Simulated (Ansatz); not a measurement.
# linear Os chain: one chain at several levels of theory, part 4 of 4

Aim: how far do the period, the moment and the conductance of the linear Os chain depend on the functional, the datasets and spin-orbit coupling, and at what cost?

Ansatz 0.2.0; DFT PBE, plane waves, PAW; relaxation of a chain's period (the session's first sound run).

So far, conductance of the lead as this run defines it (G₀): step 3 (the perfect wire, level PBE, cutoff 420 eV) 6.00; step 5 (the perfect wire, level r2SCAN, cutoff 500 eV) 5.00; step 7 (the perfect wire, level RPBE, cutoff 420 eV) 5.01; step 9 (the wire at its relaxed period, level PBEsol, cutoff 420 eV) 6.00; step 14 (with spin-orbit coupling, PBE spin-orbit) 5.96.

### 15. The same system on other settings

This step: DFT PBE, plane waves, PAW; channels and complex bands of a perfect chain; changed: hamiltonian.pseudopotentials = {"kind": "paw", "source": "jth"}, basis.ecutrho_ratio = 12, magnetization = {"spin_polarized": true} (Ansatz 0.2.0).

The atoms of the run on the perfect lead (PBE) are kept and the input is varied, to see whether the result depends on it. The ELF is not written this time.

input.yaml

```yaml
crystal:
  lattice:
    - [7.5, 0.0, 0.0]
    - [0.0, 7.5, 0.0]
    - [0.0, 0.0, 2.243177479]
  atoms:
    - { symbol: Os, position: [0.5, 0.5, 0.0], spin: 0.2 }
kpoints:
  mp_grid: { grid: [1, 1, 36] }
  band_path: { path: ["Γ", Z], npoints: 60 }
scf:
  occupations: { method: fermi_dirac, width: 0.05 }
hamiltonian:
  xc: pbe
  pseudopotentials: { kind: paw, source: jth }
output:
  transmission:
    e_range: [-2, 2]
    de: 0.035
    kmesh: [1, 1]
    reduced_basis: true
    leads: [[0, 0]]
  dos: { projected: true, e_range: [-6, 4] }
  write_potential: true
  write_density: true
  volumetric_format: npy
basis:
  ecutrho_ratio: 12
magnetization:
  spin_polarized: true
```

The run is started by

```console
$ ansatz run input.yaml --threads 4 --pin off --max-ram 8192MiB --backend cpu --events-out ev --progress --plain --runs-dir out
```

Numbers of over 12 decimals in the logs are rounded to 6 here.

Log:

```text
[...]
Os: projections on atomic orbitals take those of the free atom [Xe 4f14] 5d6 6s2, of charge +0.00 (hamiltonian.pseudopotentials.projection_atoms); the dataset's partial waves leave at most 1.3e-5 of an orbital's norm unspanned inside its sphere
[...]
Crystal: 1 atoms, lattice volume = 126.179 Å³
Basis set: ecut = 600 eV, 4225 PW (Γ)
Bands: 9, of which v1, the nominal top of the filled ones, is band 4 counted from 1 (3 counted from 0)
Symmetry: 16 space group operations
[...]
k-points: 19 of 36
[...]
Starting moments: Σ|m| = 0.2 μB on 1 of 1 site
[...]
SCF iter   1: F=—  HF=-9488.084503 eV  |F-HF|=—  |Δ(HF+E_count)|=         —  Δρ=1.33e-2 (↑1.33e-2 ↓1.10e-2)  dr2=7.30e-1  dr2_m=5.35e-3  M=0.061 μB ∫|m|=0.061 μB  β_m=0.30  ethr=3.10e-3  ⟨swp⟩=7.5  Hψ=3287  notcnv=0
[...]
SCF iter  10: F=-9487.804891 eV  HF=-9487.804891 eV  |F-HF|=9.09e-12  |Δ(HF+E_count)|=  3.35e-10  Δρ=6.60e-8 (↑6.60e-8 ↓6.10e-8)  dr2=1.69e-11  dr2_m=3.43e-14  M=0.000 μB ∫|m|=0.000 μB  ethr=2.63e-12  ⟨swp⟩=2.8  Hψ=1252  notcnv=0
SCF 1 converged in 10 iterations: F = -9487.804891 eV  dr2 = 1.69e-11
[...]
transmission: 8 of 48 steps passed
transmission: 12 of 48 steps passed
[...]
transmission: 48 of 48 steps passed
[...]
SCF converged after 10 iterations
Magnetization: 0.0000 μB (4.0000 up, 4.0000 down)
Absolute magnetization: 0.0000 μB (∫|ρ↑−ρ↓|, with the PAW one-centre terms)
[...]
Per-site moments (μB) at R_I (Å): [(5.011045921466787e-7, 0.925311)]
Free energy (F): -9487.804891 eV
[...]
Internal energy: -9487.784362 eV  (E = F + TS)
E sigma→0 (E₀):  -9487.794627 eV
Entropy (-TS):   -0.020528 eV (-20.528 meV/atom)
Fermi energy:    -2.696098 eV
[...]
--- Band table (eV; the first three rows and the last of 38) ---
[...]
--- Transmission ---
  basis      : 697 plane waves across, 4 finite elements along
  points     : 1, standing for a mesh of 1 x 1
[...]
crystal 0  : Os1, at the sites [0, 0], period 2.2432 Å: whole cells are its period
[...]
filled         : 29.4 meV under the level at which it is neutral
    channels       : 6.000000e0 up, 6.000000e0 down
[...]
```

Elapsed: 21 s, on 4 threads of Arm Neoverse V2, shared host; peak memory 0.75 GiB; 72 s of CPU time.

This step gave:

- energy at zero smearing: -9487.7946 eV
- channels at the energy nearest the Fermi level, spin up: 6
- conductance of the lead as this run defines it: 6.000 G₀

Table of open channels of the lead by energy, zero at the Fermi level:

```tsv
energy (eV)	spin up	spin down
-2.000	4	4
-1.895	4	4
-1.790	4	4
-1.685	4	4
-1.615	4	4
-1.510	4	4
-1.405	6	6
-1.300	6	6
-1.195	6	6
-1.090	6	6
-0.985	6	6
-0.915	6	6
-0.810	6	6
-0.705	6	6
-0.600	6	6
-0.495	6	6
-0.390	6	6
-0.285	6	6
-0.215	6	6
-0.110	6	6
-0.005	6	6
0.100	6	6
0.205	6	6
0.310	6	6
0.415	6	6
0.485	4	4
0.590	4	4
0.695	4	4
0.800	4	4
0.905	4	4
1.010	4	4
1.115	4	4
1.185	4	4
1.290	4	4
1.395	4	4
1.500	3	3
1.605	3	3
1.710	3	3
1.815	3	3
1.885	3	3
```

It took 21 s against 7 s for the run it varies, and the conductance is 6.00 G₀ against 6.00 G₀.

The conductance of the lead as this run defines it stays within 0.2 % plus 0.001 of the run it varies.

### 16. The same system on other settings

This step: DFT PBE, plane waves, PAW; channels and complex bands of a perfect chain; changed: basis.xc_grid = 4, scf.occupations.width = null, scf.occupations.method = "tetrahedron", accuracy = "high" (Ansatz 0.2.0).

The atoms of the run on the perfect lead (PBE) are kept and the input is varied, to see whether the result depends on it. The ELF is not written this time.

input.yaml, the sections that differ from step 15:

```yaml
crystal:
  lattice:
    - [7.5, 0.0, 0.0]
    - [0.0, 7.5, 0.0]
    - [0.0, 0.0, 2.243177479]
  atoms:
    - { symbol: Os, position: [0.5, 0.5, 0.0] }
scf:
  occupations: { method: tetrahedron }
hamiltonian:
  xc: pbe
basis:
  xc_grid: 4
accuracy: high
# kpoints, output: as in step 15
# magnetization: removed
```

Log:

```text
[...]
Crystal: 1 atoms, lattice volume = 126.179 Å³
Basis set: ecut = 420 eV, 2463 PW (Γ), exchange–correlation on 240×240×72 points (64 copies of the dense FFT grid, shifted against one another)
Bands: 12, of which v1, the nominal top of the filled ones, is band 8 counted from 1 (7 counted from 0)
Symmetry: 16 space group operations
[...]
k-points: 19 of 36
[...]
k-point 18: bands = [... 4 lower, -6.3140, -6.3140, -1.4628, -1.4618, -0.4406, 3.8527, 8.3015, 8.3015]
--- Transmission ---
  basis      : 497 plane waves across, 3 finite elements along
  points     : 1, standing for a mesh of 1 x 1
[...]
crystal 0  : Os1, at the sites [0, 0], period 2.2432 Å: whole cells are its period
[...]
filled         : 0.1 meV over the level at which it is neutral
    channels       : 6.000000e0 a spin
[...]
[key lines of the parts left out:]
SCF converged after 7 iterations
Free energy (F): -11379.588220 eV
Fermi energy:    -1.898260 eV
```

Elapsed: 7 s, on 4 threads; peak memory 0.57 GiB.

It took 7 s against 7 s for the run it varies, and the conductance is 6.00 G₀ against 6.00 G₀.

The channels at the energy nearest the Fermi level, one spin and conductance of the lead as this run defines it stay within 0.2 % plus 0.001 of the run it varies.

### 17. Results

```yaml
cell_length_pbe: 2.243 Å
cell_length_r2scan: 2.259 Å
cell_length_rpbe: 2.284 Å
cell_length_pbesol: 2.223 Å
cell_length_pbe_jth_files: 2.236 Å
cell_length_pbe_no_spin: 2.243 Å
conductance_pbe: 6.00 G₀
conductance_r2scan: 5.00 G₀
absolute_moment_r2scan: 1.56 μB
conductance_rpbe: 5.01 G₀
absolute_moment_rpbe: 1.38 μB
conductance_pbesol: 6.00 G₀
conductance_with_spin_orbit_coupling: 5.96 G₀
```

In words: Under PBE the cell's length is 2.24 Å, no moment survives, and it is a metal with 6 channels a spin next to the Fermi level, 6.00 G₀ at 300 K (5.00 to 6.00 over the functionals). The cell's length spans 2.8 % over the functionals, shortest under PBEsol and longest under RPBE. A perfect wire passes every open channel, so the conductance counts half a G₀ for each forward-moving state at the Fermi level, spin by spin. The functionals disagree on magnetism: the relaxation keeps a moment under r2SCAN (1.51 μB) and RPBE (1.37 μB) and loses it under PBE and PBEsol. Transport is coherent and elastic here: the atoms are frozen, so scattering by vibrations plays no part. No search over magnetic orders was made; another may lie lower. For the perfect chain only parallel moments were started; its antiparallel and spiral orders were not tested. The lead's cell of one atom keeps the chain straight and evenly spaced; a zigzag or dimerised form may lie lower.

[Logs are printed without paths, hosts, clocks, repeated set-up lines and the standing remarks that a program may print on its own settings, such as how far it seeks lower states.]

[Hosts, paths, dates, database ids (printed as entryN), source tags and the programs' standing remarks are cut or masked in the printed files.]
